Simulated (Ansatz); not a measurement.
# Sn2C (model cell, started as cuprite): a soft mode frozen in

Wanted: the energy along a soft mode of Sn2C (model cell, started as cuprite) and the structure at the end.

Program: Ansatz 0.2.0. Level of theory: DFT PBEsol, scalar-relativistic, plane waves, PAW. Results are calculated unless marked as measured.

Report form: the programs' logs are mostly left out.

The structure was built from a prototype and need not be the compound's stable phase.

### 1. The structure

The structure is cubic, space group Pn-3m (No. 224). The conventional cell has a = 5.021 Å, b = 5.021 Å, c = 5.021 Å, α = 90.00°, β = 90.00°, γ = 90.00°. Nearest to C lie 4 Sn at 2.17 Å. Sn has 2 C at 2.17 Å nearest. Farther neighbours are not listed.

Structure file:

```cif
data_structure
_symmetry_space_group_name_H-M 'Pn-3m:1'
_symmetry_Int_Tables_number 224
_cell_length_a 5.0213
_cell_length_b 5.0213
_cell_length_c 5.0213
_cell_angle_alpha 90.000
_cell_angle_beta 90.000
_cell_angle_gamma 90.000
_cell_volume 126.60
loop_
_atom_site_label
_atom_site_type_symbol
_atom_site_symmetry_multiplicity
_atom_site_Wyckoff_symbol
_atom_site_fract_x
_atom_site_fract_y
_atom_site_fract_z
_atom_site_occupancy
C1 C 2 a 0.00000 0.00000 0.00000 1
Sn1 Sn 4 b 0.25000 0.25000 0.25000 1
```

### 2. Phonons on a q mesh

The cell comes from relaxations at this level that are not shown. Stability and thermal properties need the whole zone. Linear response on a 2×2×2 q mesh gives force constants as far as a supercell of that size would.

input.yaml reads:

```yaml
crystal:
  lattice:
    - [5.0213021337, 0.0, 0.0]
    - [0.0, 5.0213021337, 0.0]
    - [0.0, 0.0, 5.0213021337]
  atoms:
    - { symbol: C, position: [0.0, 0.0, 0.0] }
    - { symbol: C, position: [0.5, 0.5, 0.5] }
    - { symbol: Sn, position: [0.25, 0.25, 0.25] }
    - { symbol: Sn, position: [0.75, 0.75, 0.25] }
    - { symbol: Sn, position: [0.75, 0.25, 0.75] }
    - { symbol: Sn, position: [0.25, 0.75, 0.75] }
kpoints:
  mp_grid: { grid: [8, 8, 8] }
hamiltonian:
  xc: pbesol
scf:
  occupations: { method: methfessel_paxton, width: 0.2 }
output:
  eigenvalues: true
phonons:
  method: dfpt
  qmesh: [2, 2, 2]
  temperatures: { t_max: 1000, t_step: 50 }
  qpath:
    path:
      - [[0.0, 0.0, 0.0], [0.0, 0.5, 0.0], [0.5, 0.5, 0.0], [0.0, 0.0, 0.0], [0.5, 0.5, 0.5], [0.0, 0.5, 0.0]]
      - [[0.5, 0.5, 0.5], [0.5, 0.5, 0.0]]
    npoints: 10
```

Command:

```bash
$ ansatz run input.yaml --threads 8 --pin off --max-ram 14336MiB --backend cpu --events-out ev --progress --plain --runs-dir out
```

Elapsed: 2.1 min, on 8 threads of Arm Neoverse V2, shared host; peak memory 3.4 GiB; 16 min of CPU time.

Numbers from this step:

```yaml
volume_per_atom: 21.10 Å³
gap_on_the_k_mesh: 0 eV
sum_rule_residual_before_enforcement: 3.88e-6 eV/Å²
lowest_frequency_on_the_path: -184.3 cm⁻¹
point_group: m-3m
highest_frequency_on_the_path_or_at_a_solved_wavevector: 535.2 cm⁻¹
highest_optical_mode_at_the_zone_centre_no_lo_to_term: 501.7 cm⁻¹
lowest_optical_zone_centre_mode: -92.19 cm⁻¹
lowest_mode_on_the_q_mesh_acoustic_modes_at_gamma_apart: -184.3 cm⁻¹
```

Frequencies (cm⁻¹) solved at each irreducible wavevector; negative means imaginary. Frequencies by wavevector, by row:

| q in reciprocal lattice units | star | mode 1 | mode 2 | mode 3 | mode 4 | mode 16 | mode 17 | mode 18 |
| --- | --- | --- | --- | --- | --- | --- | --- | --- |
| 0 0 0 | 1 | -92.2 | -92.2 | -92.2 | -77.8 | 501.7 | 501.7 | 501.7 |
| 0 0 -0.5 | 3 | -92.7 | -92.7 | -74.2 | -74.2 | 428 | 531.6 | 531.6 |
| 0 -0.5 -0.5 | 3 | -184.3 | -184.3 | -81.5 | -81.5 | 441 | 512.2 | 512.2 |
| -0.5 -0.5 -0.5 | 1 | -137.9 | -137.9 | -137.9 | -81.8 | 496.2 | 496.2 | 496.2 |

Interpolated from a 2×2×2 q mesh. Phonon branches along the path, in cm⁻¹:

```csv
point,branch 1,branch 2,branch 3,branch 4,branch 15,branch 16,branch 17,branch 18
Γ,-92,-92,-92,-78,362,502,502,502
halfway,-94,-84,-84,-84,381,479,518,518
X,-93,-93,-74,-74,428,428,532,532
halfway,-130,-130,-89,-89,432,432,526,526
M,-184,-184,-82,-82,441,441,512,512
halfway,-108,-104,-90,-88,395,471,517,526
Γ,-92,-92,-92,-78,362,502,502,502
halfway,-118,-118,-104,-84,338,506,510,510
R,-138,-138,-138,-82,378,496,496,496
halfway,-138,-126,-124,-86,352,487,502,527
X,-93,-93,-74,-74,428,428,532,532
jump to R,-138,-138,-138,-82,378,496,496,496
halfway,-154,-154,-114,-82,399,480,510,510
M,-184,-184,-82,-82,441,441,512,512
```

Symmetry leaves 4 wavevectors to solve. The lowest mode among them, the acoustic zeros apart, lies at q = (0, -0.5, -0.5) and is imaginary, 184.3i cm⁻¹, so the energy falls along it.

### 3. The mode frozen in, largest atomic shift 0 Å

The mode followed lies at q = (-0.5, -0.5, -0.5) with frequency 137.9i cm⁻¹ and is 3-fold degenerate, one of the unstable modes though not the softest. At small amplitude the distorted cell has space group no. 72 by a symmetry search on the positions. The undistorted cell that holds it gives the zero of energy on the same k mesh.

System of this step: Sn2C (model cell, started as cuprite). It takes space group Pn-3m (No. 224, cubic). Conventional cell: a = 5.021 Å, b = 5.021 Å, c = 5.021 Å, α = 90.00°, β = 90.00°, γ = 90.00°. Nearest to C lie 4 Sn at 2.17 Å. Sn has 2 C at 2.17 Å nearest. Farther neighbours are not listed.

input.yaml reads:

```yaml
crystal:
  lattice:
    - [5.0213021337, 5.0213021337, 0.0]
    - [5.0213021337, 0.0, 5.0213021337]
    - [5.0213021337, 0.0, -5.0213021337]
  atoms:
    - { symbol: C, position: [0.0, 0.0, 0.0] }
    - { symbol: C, position: [0.0, 0.5, 0.5] }
    - { symbol: C, position: [0.5, 0.25, 0.75] }
    - { symbol: C, position: [0.5, 0.75, 0.25] }
    - { symbol: Sn, position: [0.25, 0.125, 0.875] }
    - { symbol: Sn, position: [0.25, 0.625, 0.375] }
    - { symbol: Sn, position: [0.75, 0.125, 0.875] }
    - { symbol: Sn, position: [0.75, 0.625, 0.375] }
    - { symbol: Sn, position: [0.25, 0.625, 0.875] }
    - { symbol: Sn, position: [0.25, 0.125, 0.375] }
    - { symbol: Sn, position: [0.75, 0.125, 0.375] }
    - { symbol: Sn, position: [0.75, 0.625, 0.875] }
kpoints:
  mp_grid: { grid: [8, 8, 8] }
hamiltonian:
  xc: pbesol
scf:
  occupations: { method: methfessel_paxton, width: 0.2 }
output:
  forces: true
  stress: true
  eigenvalues: true
```

Wall time 4.2 s (8 threads); peak memory 1.3 GiB.

This step gave:

```yaml
pressure: -0.02680 GPa
energy_from_the_undistorted_cell: 0 meV/atom
```

The run ends at a pressure of -0.03 GPa.

### 4. The mode frozen in, largest atomic shift 0.32 Å

The atoms are moved along the unstable eigenvector, the largest shift by 0.32 Å, with the cell fixed.

input.yaml reads:

```yaml
crystal:
  lattice:
    - [5.0213021337, 5.0213021337, 0.0]
    - [5.0213021337, 0.0, 5.0213021337]
    - [5.0213021337, 0.0, -5.0213021337]
  atoms:
    - { symbol: C, position: [0.0, -0.045062847, 0.0] }
    - { symbol: C, position: [0.0, 0.545062847, 0.5] }
    - { symbol: C, position: [0.5, 0.204937153, 0.75] }
    - { symbol: C, position: [0.5, 0.795062847, 0.25] }
    - { symbol: Sn, position: [0.2099720155, 0.1414338306, 0.8950139922] }
    - { symbol: Sn, position: [0.2900279845, 0.6085661694, 0.3549860078] }
    - { symbol: Sn, position: [0.75, 0.1614478229, 0.875] }
    - { symbol: Sn, position: [0.75, 0.5885521771, 0.375] }
    - { symbol: Sn, position: [0.2900279845, 0.6014058462, 0.8549860078] }
    - { symbol: Sn, position: [0.2099720155, 0.1485941538, 0.3950139922] }
    - { symbol: Sn, position: [0.75, 0.1614478229, 0.375] }
    - { symbol: Sn, position: [0.75, 0.5885521771, 0.875] }
kpoints:
  mp_grid: { grid: [8, 8, 8] }
hamiltonian:
  xc: pbesol
scf:
  occupations: { method: methfessel_paxton, width: 0.2 }
output:
  forces: true
  stress: true
  eigenvalues: true
```

Elapsed: 14 s, on 8 threads; peak memory 2 GiB.

Numbers from this step:

| Quantity | Value |
| --- | --- |
| pressure | 0.5135 GPa |
| energy from the undistorted cell | -44.39 meV/atom |

The energy, extrapolated to zero smearing, is -44.39 meV/atom against the undistorted cell.

The run ends at a pressure of 0.51 GPa, with forces up to 1.3 eV/Å.

### 5. Energy along the mode, all amplitudes (two of the runs are shown above)

An imaginary frequency means negative curvature, so the energy should fall and then rise again as anharmonic terms take over.

Numbers from this step:

```
depth at the lowest point sampled  : 44.39 meV/atom
largest atomic shift at that point : 0.32 Å
```

The energy from the parent by largest atomic shift:

```csv
largest atomic shift (Å),energy from the parent (meV/atom)
0.000,0
0.040,-2.10
0.080,-7.66
0.140,-19.7
0.220,-37.0
0.320,-44.4
0.450,8.69
```

Displacement at unit largest shift by atom:

```csv
atom,x (Å),y (Å),z (Å),size
C1,-0.707,0.000,-0.707,1.000
C2,0.707,0.000,0.707,1.000
C3,-0.707,0.000,-0.707,1.000
C4,0.707,0.000,0.707,1.000
Sn5,-0.056,-0.628,-0.056,0.633
Sn6,0.056,0.628,0.056,0.633
Sn7,0.572,0.000,0.572,0.809
Sn8,-0.572,0.000,-0.572,0.809
Sn9,-0.056,0.628,-0.056,0.633
Sn10,0.056,-0.628,0.056,0.633
Sn11,0.572,0.000,0.572,0.809
Sn12,-0.572,0.000,-0.572,0.809
```

The lowest of the steps tried is at 0.32 Å, 44.4 meV/atom below the parent; the bottom of the well need not coincide with a step.

### 6. Relaxing from the distorted cell

Starting from the lowest point found, all atoms and the cell are let go, so that strain and other modes of the same symmetry can join in.

Changes to input.yaml since step 4:

```diff
@@ -28 +28,6 @@
   eigenvalues: true
+relax:
+  adjacent_minimum: "off"
+  f_tol: 0.002
+  max_steps: 120
+  cell: { stress_tol: 0.03 }
```

Run time: 5.6 min. Hardware: 8 threads; peak memory 2.1 GiB.

Relaxation path:

```
step  energy less that of the first step (eV)  largest force component (eV/Å)  pressure (GPa)  volume (Å³)
   1                                   0.0000                          0.9839            0.51       253.21
   2                                  -0.5293                          0.3666            1.44       251.24
   3                                  -0.9058                          0.3427            0.24       252.40
   4                                  -1.0614                          0.7451           -0.58       247.93
   5                                  -1.3491                          0.8508            0.32       242.72
   6                                  -1.6434                          0.4775            3.01       237.71
   7                                  -1.4574                          1.0733            0.37       249.10
   8                                  -1.8223                          0.0625           -0.36       248.46
   9                                  -1.8259                          0.0866           -0.29       247.95
  10                                  -1.8438                          0.0402           -0.07       247.36
  11                                  -1.8489                          0.0484           -0.05       247.83
  12                                  -1.8783                          0.1346           -0.07       249.05
  13                                  -1.9385                          0.3547           -0.27       250.52
  14                                  -1.9845                          0.1219            0.12       248.80
  15                                  -2.0139                          0.0584           -0.07       249.33
  16                                  -2.0178                          0.0308            0.00       249.51
  17                                  -2.0247                          0.0105           -0.02       249.22
  18                                  -2.0249                          0.0046            0.01       249.14
  19                                  -2.0249                          0.0004            0.00       249.18
 20*                                  -2.0307                          0.0011           -0.01       249.18
  21                                  -2.0308                          0.0009            0.01       249.17
 22*                                  -2.0307                          0.0009            0.01       249.17
```

Relaxation steps marked * repeat the geometry before them on a plane-wave basis chosen anew for their cell, so energy and pressure can jump there. Relaxation step 7 was tried and not accepted.

The run keeps the 8 symmetry operations that it works with, so distortions that break them were not tested.

| conventional cell, symmetrised | before | after | change |
| --- | --- | --- | --- |
| a (Å) | 7.101 | 6.492 | -8.6 % |
| b (Å) | 10.043 | 10.243 | +2.0 % |
| c (Å) | 7.101 | 7.494 | +5.5 % |
| volume (Å³/atom) | 21.10 | 20.76 | -1.6 % |

The atoms that moved most (Å, as changes of fractional coordinates times the final cell):

```csv
atom,dx,dy,dz,length
Sn9,0.566,0.455,0.566,0.921
Sn10,-0.566,-0.455,-0.566,0.921
Sn6,-0.566,0.455,-0.566,0.921
Sn5,0.566,-0.455,0.566,0.921
C2,-0.391,0.077,-0.391,0.558
C3,0.391,-0.077,0.391,0.558
C4,-0.391,-0.077,-0.391,0.558
C1,0.391,0.077,0.391,0.558
```

The relaxed structure:

```cif
data_structure
_symmetry_space_group_name_H-M 'P 1'
_symmetry_Int_Tables_number 1
_cell_length_a 7.1279
_cell_length_b 6.4922
_cell_length_c 7.4938
_cell_angle_alpha 90.000
_cell_angle_beta 58.287
_cell_angle_gamma 62.909
_cell_volume 249.17
loop_
_atom_site_label
_atom_site_type_symbol
_atom_site_fract_x
_atom_site_fract_y
_atom_site_fract_z
_atom_site_occupancy
C1 C 0.01495 0.03261 0.99253 1
C2 C 0.01495 0.45244 0.49253 1
C3 C 0.48505 0.29756 0.75747 1
C4 C 0.48505 0.71739 0.25747 1
Sn5 Sn 0.12110 0.30919 0.93945 1
Sn6 Sn 0.37890 0.44081 0.31055 1
Sn7 Sn 0.75000 0.09161 0.87500 1
Sn8 Sn 0.75000 0.65839 0.37500 1
Sn9 Sn 0.37890 0.68029 0.81055 1
Sn10 Sn 0.12110 0.06971 0.43945 1
Sn11 Sn 0.75000 0.09161 0.37500 1
Sn12 Sn 0.75000 0.65839 0.87500 1
```

This step gave:

* pressure: 0.007160 GPa
* volume per atom: 20.76 Å³

The distorted start has space group Ibam; the relaxation ends in Ibam.

### 7. The phases reached

The phases reached along the modes that were followed are set side by side.

Energies are those of the first relaxation, on the mesh of the frozen mode; space group, volume and gap are those of the last relaxation. Phases, by row:

| mode frozen in | space group | energy from parent (meV/atom) | volume (Å³/atom) | gap on mesh (eV) | lowest zone-centre optical mode (cm⁻¹) | largest shift (Å) |
| --- | --- | --- | --- | --- | --- | --- |
| parent | Pn-3m | 0 | 21.1 | 0 | – | – |
| q = (0, -0.5, -0.5), 184i cm⁻¹ | P4_222 | -103.9 | 21.24 | 0 | – | 0.356 |
| q = (0, -0.5, -0.5), 184i cm⁻¹ | Pccm | -82.53 | 21.23 | 0 | – | 0.353 |
| q = (0, -0.5, -0.5), 184i cm⁻¹ | P222 | -105.3 | 21.22 | 0 | – | 0.367 |
| q = (-0.5, -0.5, -0.5), 138i cm⁻¹ | I4_1/amd | -121.9 | 20.66 | 0 | – | 0.374 |
| q = (-0.5, -0.5, -0.5), 138i cm⁻¹ | R-3m | -390.8 | 21.24 | 0 | – | 1.887 |
| q = (-0.5, -0.5, -0.5), 138i cm⁻¹ | Ibam | -213.6 | 20.76 | 0 | – | 1.02 |

### 8. Outcome

| Quantity | Value |
| --- | --- |
| unstable mode of the parent | q = (-0.5, -0.5, -0.5), 138i cm⁻¹ |
| depth at the lowest point sampled | 44.4 meV/atom |
| largest atomic shift at that point | 0.32 Å |
| space group reached (within 0.01 Å) | Ibam |
| energy gained over the parent (first relaxation, on the mesh of the frozen mode) | 214 meV/atom |
| volume per atom, phase reached | 20.8 Å³ |

What this shows: From this start the structure relaxes into Ibam, 214 meV/atom below the parent. At the parent's cell the well is 44.39 meV/atom deep on the steps tried, with its lowest point at a shift of 0.32 Å. Relaxing atoms and cell changes the gain by +169.25 meV/atom against the lowest step (energies at zero smearing). Most of the total comes from this relaxation. The frozen pattern makes up only 1 % of the final shifts of the atoms, so other modes or strain give most of the change. The modes of the phase reached were not computed on this path. Of the 6 patterns followed to their end from this parent, this one ends 177 meV/atom above the lowest, R-3m. Each path keeps the symmetry of its pattern, so a lower phase may lie along a pattern not tried. With no gap, or one that is small against the smearing, the frequencies hang on the k mesh and the smearing, most of all near Kohn anomalies. Spin-orbit coupling is left out, which can matter for the heavy elements here. A phonon run warned that its eigensolver left some bands unconverged in a pass. The starting cell was built on a prototype and not taken from a measurement, so the phase need not exist.

[Logs are printed without paths, hosts, clocks, repeated set-up lines and the standing remarks that a program may print on its own settings, such as how far it seeks lower states.]

[Hosts, paths, dates, database ids (printed as entryN), source tags and the programs' standing remarks are cut or masked in the printed files.]
